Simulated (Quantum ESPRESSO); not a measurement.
# MnHg: energy against a fixed spin moment

How stiff is the total moment of MnHg, and does E(M) have further minima?

Calculated with Quantum ESPRESSO 7.5; PBEsol; plane waves with GBRV 1.5 PBEsol potentials, no spin-orbit coupling.

**1. Starting point**

It takes space group P4/mmm (No. 123, tetragonal). The conventional cell has a = 3.288 Å, b = 3.288 Å, c = 3.313 Å, α = 90.00°, β = 90.00°, γ = 90.00°. Mn has 8 Hg at 2.85 Å nearest. Hg has 8 Mn at 2.85 Å nearest. Farther neighbours are not listed.

The cell comes from the Crystallography Open Database.

**2. No moment imposed**

Contents of pw.in:

```
&CONTROL
  calculation = 'scf'
  prefix = 'pwscf'
  outdir = './tmp'
  pseudo_dir = './pseudo'
  disk_io = 'nowf'
/
&SYSTEM
  ibrav = 0
  nat = 2
  ntyp = 2
  ecutwfc = 40
  ecutrho = 280
  nbnd = 22
  occupations = 'smearing'
  smearing = 'fd'
  degauss = 0.00367493
  nspin = 2
  starting_magnetization(1) = 0.2333
  starting_magnetization(2) = 0
/
&ELECTRONS
  conv_thr = 4d-09
  electron_maxstep = 150
  mixing_beta = 0.3
/
ATOMIC_SPECIES
Mn     54.9380 mn_pbesol_v1.5.uspp.F.UPF
Hg    200.5920 hg_pbesol_v1.uspp.F.UPF
CELL_PARAMETERS bohr
   6.2134194978    0.0000000000    0.0000000000
   0.0000000000    6.2134194978    0.0000000000
   0.0000000000    0.0000000000    6.2606626509
ATOMIC_POSITIONS crystal
Mn      0.5000000000    0.5000000000    0.5000000000
Hg      0.0000000000    0.0000000000    0.0000000000
K_POINTS automatic
8 8 8 0 0 0
```

Launch:

```
$ OMP_NUM_THREADS=1 mpirun -n 2 pw.x -nk 2 -in pw.in > pw.out
```

What it wrote:

```text
Program PWSCF v.7.5 starts

     Message from routine setup:
     using ibrav=0 with symmetry is DISCOURAGED, use correct ibrav instead

     K-points division:     npool     =       2
     Subspace diagonalization in iterative solution of the eigenvalue problem:

     G-vector sticks info
     --------------------
     sticks:   dense  smooth     PW     G-vecs:    dense   smooth      PW
     Sum         861     489    161                19157     8265    1527

     Using Slab Decomposition

     bravais-lattice index     =            0
     lattice parameter (alat)  =       6.2134  a.u.
     unit-cell volume          =     241.7028 (a.u.)^3
     number of atoms/cell      =            2
     number of atomic types    =            2
     number of electrons       =        27.00
     number of Kohn-Sham states=           22
     kinetic-energy cutoff     =      40.0000  Ry
     charge density cutoff     =     280.0000  Ry
     scf convergence threshold =      4.0E-09
     mixing beta               =       0.3000
     number of iterations used =            8  plain     mixing
     Exchange-correlation= SLA  PW   PSX  PSC
                           (   1   4  10   8   0   0   0)

     celldm(1)=   6.213419  celldm(2)=   0.000000  celldm(3)=   0.000000
     celldm(4)=   0.000000  celldm(5)=   0.000000  celldm(6)=   0.000000

     crystal axes: (cart. coord. in units of alat)
               a(1) = (   1.000000   0.000000   0.000000 )
               a(2) = (   0.000000   1.000000   0.000000 )
               a(3) = (   0.000000   0.000000   1.007603 )

     reciprocal axes: (cart. coord. in units 2 pi/alat)
               b(1) = (  1.000000  0.000000  0.000000 )
               b(2) = (  0.000000  1.000000  0.000000 )
               b(3) = (  0.000000  0.000000  0.992454 )

     PseudoPot. # 1 for Mn read from file:
     mn_pbesol_v1.5.uspp.F.UPF
     Pseudo is Ultrasoft + core correction, Zval = 15.0
     Generated by new atomic code, or converted to UPF format
     Using radial grid of  859 points,  6 beta functions with:
                l(1) =   0
                l(2) =   0
                l(3) =   1
                l(4) =   1
                l(5) =   2
                l(6) =   2
     Q(r) pseudized with  8 coefficients,  rinner =    0.950   0.950   0.950
                                                       0.950   0.950

     PseudoPot. # 2 for Hg read from file:
     hg_pbesol_v1.uspp.F.UPF
     Pseudo is Ultrasoft + core correction, Zval = 12.0
     Generated by new atomic code, or converted to UPF format
     Using radial grid of  985 points,  6 beta functions with:
                l(1) =   0
                l(2) =   0
                l(3) =   1
                l(4) =   1
                l(5) =   2
                l(6) =   2
     Q(r) pseudized with  8 coefficients,  rinner =    2.000   2.000   2.000
                                                       2.000   2.000

     atomic species   valence    mass     pseudopotential
     Mn               15.00    54.93800     Mn( 1.00)
     Hg               12.00   200.59200     Hg( 1.00)

     Starting magnetic structure
     atomic species   magnetization
     Mn              0.233
     Hg              0.000

     16 Sym. Ops., with inversion, found

   Cartesian axes

     site n.     atom                  positions (alat units)
         1        Mn     tau(   1) = (   0.5000000   0.5000000   0.5038017  )
         2        Hg     tau(   2) = (   0.0000000   0.0000000   0.0000000  )

     number of k points=    75  Fermi-Dirac smearing, width (Ry)=  0.0037
                       cart. coord. in units 2pi/alat
        k(    1) = (   0.0000000   0.0000000   0.0000000), wk =   0.0019531
        k(    2) = (   0.0000000   0.0000000   0.1240567), wk =   0.0039062
        k(    3) = (   0.0000000   0.0000000   0.2481135), wk =   0.0039062
        k(    4) = (   0.0000000   0.0000000   0.3721702), wk =   0.0039062
        k(    5) = (   0.0000000   0.0000000  -0.4962270), wk =   0.0019531
        [... 70 further k-points ...]

     Dense  grid:    19157 G-vectors     FFT dimensions: (  36,  36,  36)

     Smooth grid:     8265 G-vectors     FFT dimensions: (  25,  25,  25)

     Check: negative core charge=   -0.000027
     Generating pointlists ...
     new r_m :   0.3581 (alat units)  2.2253 (a.u.) for type    1
     new r_m :   0.3581 (alat units)  2.2253 (a.u.) for type    2

     Initial potential from superposition of free atoms

     starting charge      26.4999, renormalised to      27.0000
     Starting wfcs are   22 randomized atomic wfcs

     Self-consistent Calculation

     iteration #  1     ecut=    40.00 Ry     beta= 0.30
     Davidson diagonalization with overlap
     ethr =  1.00E-02,  avg # of iterations =  4.1

     total energy              =    -318.48105683 Ry
     estimated scf accuracy    <       0.41690410 Ry

     total magnetization       =     3.59 Bohr mag/cell
     absolute magnetization    =     3.72 Bohr mag/cell

     iteration #  2     ecut=    40.00 Ry     beta= 0.30
     Davidson diagonalization with overlap
     ethr =  1.54E-03,  avg # of iterations =  2.0

     total energy              =    -318.54494047 Ry
     estimated scf accuracy    <       0.02688991 Ry

     total magnetization       =     3.66 Bohr mag/cell
     absolute magnetization    =     3.82 Bohr mag/cell

     iteration #  3     ecut=    40.00 Ry     beta= 0.30
     Davidson diagonalization with overlap
     ethr =  9.96E-05,  avg # of iterations =  2.4

     total energy              =    -318.54883216 Ry
     estimated scf accuracy    <       0.01232794 Ry

     total magnetization       =     3.74 Bohr mag/cell
     absolute magnetization    =     3.92 Bohr mag/cell

     [... further iterations left out ...]

     iteration #  8     ecut=    40.00 Ry     beta= 0.30
     Davidson diagonalization with overlap
     ethr =  2.82E-07,  avg # of iterations =  1.1

     negative rho (up, down):  0.000E+00 2.068E-04

     total energy              =    -318.55278425 Ry
     estimated scf accuracy    <       0.00002069 Ry

     total magnetization       =     3.90 Bohr mag/cell
     absolute magnetization    =     4.13 Bohr mag/cell

     iteration #  9     ecut=    40.00 Ry     beta= 0.30
     Davidson diagonalization with overlap
     ethr =  7.66E-08,  avg # of iterations =  2.1

     negative rho (up, down):  0.000E+00 2.049E-04

     total energy              =    -318.55278907 Ry
     estimated scf accuracy    <       0.00000036 Ry

     total magnetization       =     3.90 Bohr mag/cell
     absolute magnetization    =     4.13 Bohr mag/cell

     iteration # 10     ecut=    40.00 Ry     beta= 0.30
     Davidson diagonalization with overlap
     ethr =  1.33E-09,  avg # of iterations =  4.0

     negative rho (up, down):  0.000E+00 2.043E-04

     total energy              =    -318.55278938 Ry
     estimated scf accuracy    <       0.00000008 Ry

     total magnetization       =     3.90 Bohr mag/cell
     absolute magnetization    =     4.13 Bohr mag/cell

     iteration # 11     ecut=    40.00 Ry     beta= 0.30
     Davidson diagonalization with overlap
     ethr =  2.94E-10,  avg # of iterations =  1.8

     negative rho (up, down):  0.000E+00 2.043E-04

     Magnetic moment per site  (integrated on atomic sphere of radius R)
     atom   1 (R=0.358)  charge= 13.7010  magn=  3.8540
     atom   2 (R=0.358)  charge= 10.1459  magn= -0.0251

     End of self-consistent calculation

     Number of k-points >= 100: set verbosity='high' to print the bands.

     the Fermi energy is    14.0579 ev

!    total energy              =    -318.55278944 Ry
     estimated scf accuracy    <          3.2E-09 Ry
     smearing contrib. (-TS)   =      -0.00100665 Ry
     internal energy E=F+TS    =    -318.55178278 Ry

     The total energy is F=E-TS. E is the sum of the following terms:
     one-electron contribution =    -116.21977407 Ry
     hartree contribution      =      77.25080067 Ry
     xc contribution           =     -65.16146164 Ry
     ewald contribution        =    -214.42134774 Ry

     total magnetization       =     3.90 Bohr mag/cell
     absolute magnetization    =     4.13 Bohr mag/cell

     convergence has been achieved in  11 iterations

=------------------------------------------------------------------------------=
   JOB DONE.
=------------------------------------------------------------------------------=
```

The job ended after 24 s (2 MPI ranks of Arm Neoverse V1, shared host; peak memory 0.22 GiB; 48 s of CPU time).

Spin moment in the atom's sphere by atom:

| atom | spin moment in the atom's sphere (μB) |
| --- | --- |
| Mn1 | 3.85 |
| Hg2 | -0.03 |

Numbers from this step:

* smearing term TS: 0.01370 eV
* magnetization: 3.896 μB
* absolute magnetization: 4.125 μB
* final state: ferromagnetic

**3. Moment fixed at 0 μB**

The two spin channels are filled to separate Fermi energies, so that the total moment meets the target. Half of the up one less the down one is the slope dE/dM.

pw.in: that of step 2 with these lines changed.

```diff
@@ -13,3 +13,3 @@
   ecutrho = 280
-  nbnd = 22
+  nbnd = 23
   occupations = 'smearing'
@@ -18,4 +18,5 @@
   nspin = 2
-  starting_magnetization(1) = 0.2333
+  starting_magnetization(1) = 0.0117
   starting_magnetization(2) = 0
+  tot_magnetization = 0
 /
```

What it wrote:

```text
     [... lines left out ...]
Program PWSCF v.7.5 starts
     [... lines left out ...]
     number of atoms/cell      =            2
     [... lines left out ...]
     number of electrons       =        27.00 (up:  13.50, down:  13.50)
     number of Kohn-Sham states=           23
     kinetic-energy cutoff     =      40.0000  Ry
     charge density cutoff     =     280.0000  Ry
     scf convergence threshold =      4.0E-09
     [... lines left out ...]
     16 Sym. Ops., with inversion, found
     [... lines left out ...]
     number of k points=    75  Fermi-Dirac smearing, width (Ry)=  0.0037
     [... lines left out ...]
     iteration # 12     ecut=    40.00 Ry     beta= 0.30
     [... lines left out ...]
     Magnetic moment per site  (integrated on atomic sphere of radius R)
     atom   1 (R=0.358)  charge= 13.7490  magn= -0.0000
     atom   2 (R=0.358)  charge= 10.1007  magn=  0.0000
     [... lines left out ...]
     the spin up/dw Fermi energies are    13.3061   13.3061 ev
!    total energy              =    -318.45094964 Ry
     estimated scf accuracy    <          2.4E-10 Ry
     smearing contrib. (-TS)   =      -0.00301370 Ry
     [... lines left out ...]
     total magnetization       =    -0.00 Bohr mag/cell
     absolute magnetization    =     0.00 Bohr mag/cell
     convergence has been achieved in  12 iterations
```

It took 27 s on 2 MPI ranks; peak memory 0.22 GiB.

Read from the output:

```
magnetization                                 : 0 μB
absolute magnetization                        : 0 μB
half the difference of the two Fermi energies : 0 meV
largest moment                                : 0 μB
```

**4. Moment fixed at 0.657 μB**

pw.in: that of step 3 with these lines changed.

```diff
@@ -18,5 +18,5 @@
   nspin = 2
-  starting_magnetization(1) = 0.0117
+  starting_magnetization(1) = 0.0438
   starting_magnetization(2) = 0
-  tot_magnetization = 0
+  tot_magnetization = 0.657
 /
```

What it wrote:

```text
     [... lines left out ...]
Program PWSCF v.7.5 starts
     [... lines left out ...]
     number of atoms/cell      =            2
     [... lines left out ...]
     number of electrons       =        27.00 (up:  13.83, down:  13.17)
     number of Kohn-Sham states=           23
     kinetic-energy cutoff     =      40.0000  Ry
     charge density cutoff     =     280.0000  Ry
     scf convergence threshold =      4.0E-09
     [... lines left out ...]
     16 Sym. Ops., with inversion, found
     [... lines left out ...]
     number of k points=    75  Fermi-Dirac smearing, width (Ry)=  0.0037
     [... lines left out ...]
     iteration # 17     ecut=    40.00 Ry     beta= 0.30
     [... lines left out ...]
     Magnetic moment per site  (integrated on atomic sphere of radius R)
     atom   1 (R=0.358)  charge= 13.7491  magn=  0.7455
     atom   2 (R=0.358)  charge= 10.1023  magn= -0.0329
     [... lines left out ...]
     the spin up/dw Fermi energies are    13.0744   13.5155 ev
!    total energy              =    -318.45620093 Ry
     estimated scf accuracy    <          1.7E-09 Ry
     smearing contrib. (-TS)   =      -0.00358217 Ry
     [... lines left out ...]
     total magnetization       =     0.66 Bohr mag/cell
     absolute magnetization    =     0.85 Bohr mag/cell
     convergence has been achieved in  17 iterations
```

Run time: 37 s. Hardware: 2 MPI ranks; peak memory 0.23 GiB.

Spin moment in the atom's sphere by atom:

| atom | spin moment in the atom's sphere (μB) |
| --- | --- |
| Mn1 | 0.746 |
| Hg2 | -0.033 |

Read from the output:

| Quantity | Value |
| --- | --- |
| magnetization | 0.657 μB |
| absolute magnetization | 0.85 μB |
| half the difference of the two Fermi energies | -220.5 meV |

**5. Moment fixed at 1.315 μB**

pw.in: that of step 4 with these lines changed.

```diff
@@ -13,3 +13,3 @@
   ecutrho = 280
-  nbnd = 23
+  nbnd = 24
   occupations = 'smearing'
@@ -18,5 +18,5 @@
   nspin = 2
-  starting_magnetization(1) = 0.0438
+  starting_magnetization(1) = 0.0877
   starting_magnetization(2) = 0
-  tot_magnetization = 0.657
+  tot_magnetization = 1.315
 /
```

What it wrote:

```text
     [... lines left out ...]
Program PWSCF v.7.5 starts
     [... lines left out ...]
     number of atoms/cell      =            2
     [... lines left out ...]
     number of electrons       =        27.00 (up:  14.16, down:  12.84)
     number of Kohn-Sham states=           24
     kinetic-energy cutoff     =      40.0000  Ry
     charge density cutoff     =     280.0000  Ry
     scf convergence threshold =      4.0E-09
     [... lines left out ...]
     16 Sym. Ops., with inversion, found
     [... lines left out ...]
     number of k points=    75  Fermi-Dirac smearing, width (Ry)=  0.0037
     [... lines left out ...]
     iteration # 14     ecut=    40.00 Ry     beta= 0.30
     [... lines left out ...]
     Magnetic moment per site  (integrated on atomic sphere of radius R)
     atom   1 (R=0.358)  charge= 13.7474  magn=  1.4746
     atom   2 (R=0.358)  charge= 10.1068  magn= -0.0606
     [... lines left out ...]
     the spin up/dw Fermi energies are    12.8805   13.7506 ev
!    total energy              =    -318.47241844 Ry
     estimated scf accuracy    <          1.7E-09 Ry
     smearing contrib. (-TS)   =      -0.00281666 Ry
     [... lines left out ...]
     total magnetization       =     1.32 Bohr mag/cell
     absolute magnetization    =     1.67 Bohr mag/cell
     convergence has been achieved in  14 iterations
```

Elapsed: 32 s, on 2 MPI ranks; peak memory 0.23 GiB; 63 s of CPU time.

Numbers from this step:

| Quantity | Value |
| --- | --- |
| magnetization | 1.315 μB |
| absolute magnetization | 1.668 μB |
| half the difference of the two Fermi energies | -435.1 meV |
| largest moment | 1.475 μB |

**6. A faulty input**

One input was spoiled on purpose, to see how the program answers.

Contents of pw.in:

```
&CONTROL
  calculation = 'scf'
  prefix = 'pwscf'
  outdir = './tmp'
  pseudo_dir = './pseudo'
  disk_io = 'nowf'
/
&SYSTEM
  ibrav = 0
  nat = 2
  ntyp = 2
  ecutwfc = 40
  ecutrho = 280
  nbnd = 22
  occupations = 'smearing'
  smearing = 'fd'
  nspin = 2
  starting_magnetization(1) = 0.2333
  starting_magnetization(2) = 0
/
&ELECTRONS
  conv_thr = 4d-09
  electron_maxstep = 60
  mixing_beta = 0.3
/
ATOMIC_SPECIES
Mn     54.9380 mn_pbesol_v1.5.uspp.F.UPF
Hg    200.5920 hg_pbesol_v1.uspp.F.UPF
CELL_PARAMETERS angstrom
   3.2880000000    0.0000000000    0.0000000000
   0.0000000000    3.2880000000    0.0000000000
   0.0000000000    0.0000000000    3.3130000000
ATOMIC_POSITIONS crystal
Mn      0.5000000000    0.5000000000    0.5000000000
Hg      0.0000000000    0.0000000000    0.0000000000
K_POINTS automatic
8 8 8 0 0 0
```

What it wrote:

```text
     [... lines left out ...]
Program PWSCF v.7.5 starts
     Error in routine  set_occupations (1):
      smearing requires a value for gaussian broadening (degauss)
 %%%%%%%%%%%%%%%%%%%%%%%%%%%%%%%%%%%%%%%%%%%%%%%%%%%%%%%%%%%%%%%%%%%%%%%%%%%%%%
     stopping ...
```

Run time: 0.74 s. Hardware: 2 MPI ranks; peak memory 0.05 GiB.

The input was rejected at the start.

The program's message: “set_occupations (1): smearing requires a value for gaussian broadening (degauss)”

The fault put into the input: smearing without a width.

**7. The curve**

The runs not shown differ in the target, the start and the number of states alone. The point at 3.90 μB is the free run, entered with slope zero.

Table of energy over the lowest by total spin moment:

| total spin moment (μB a cell) | energy over the lowest (meV a cell) |
| --- | --- |
| 0.00 | 1386 |
| 0.66 | 1314 |
| 1.31 | 1094 |
| 1.97 | 767 |
| 2.63 | 391 |
| 3.29 | 107 |
| 3.90 | 0 |
| 3.94 | 1.26 |
| 4.60 | 239 |
| 5.26 | 925 |

Table of dE/dM by total spin moment:

| total spin moment (μB a cell) | dE/dM (meV/μB) |
| --- | --- |
| 0.00 | -0.00227 |
| 0.66 | -221 |
| 1.31 | -435 |
| 1.97 | -546 |
| 2.63 | -500 |
| 3.29 | -321 |
| 3.90 | 0 |
| 3.94 | 48.2 |
| 4.60 | 768 |
| 5.26 | 1321 |

Largest site moment against total spin moment:

| total spin moment (μB a cell) | largest site moment (μB) |
| --- | --- |
| 0.00 | 0 |
| 0.66 | 0.745 |
| 1.31 | 1.47 |
| 1.97 | 2.17 |
| 2.63 | 2.85 |
| 3.29 | 3.42 |
| 3.90 | 3.85 |
| 3.94 | 3.88 |
| 4.60 | 4.23 |
| 5.26 | 4.50 |

**8. Results**

```json
{
 "moment of the free run": "3.90 μB a cell",
 "energy at zero total moment": "1386 meV a cell over the lowest",
 "ΔE/ΔM² from the lowest point to 4.60 and to 3.29 μB": "479 and 289 meV/μB²"
}
```

**Reading.** At zero total moment the site moments vanish, so the 1386 meV a cell is the energy of forming them. The points show one minimum alone. The cell holds one seeded atom, so opposed orders, which may lie lower, cannot form in it.

[Logs and program files are shortened in this print: banners, set-up blocks, solver, clock and traceback lines can be left out without a mark of their own.]

[Logs are printed without paths, hosts, clocks, repeated set-up lines and the standing remarks that a program may print on its own settings, such as how far it seeks lower states.]

[Hosts, paths, dates, database ids (printed as entryN), source tags and the programs' standing remarks are cut or masked in the printed files.]

[Where a cell is said to come from a database of computed structures, the database is the Materials Project.]
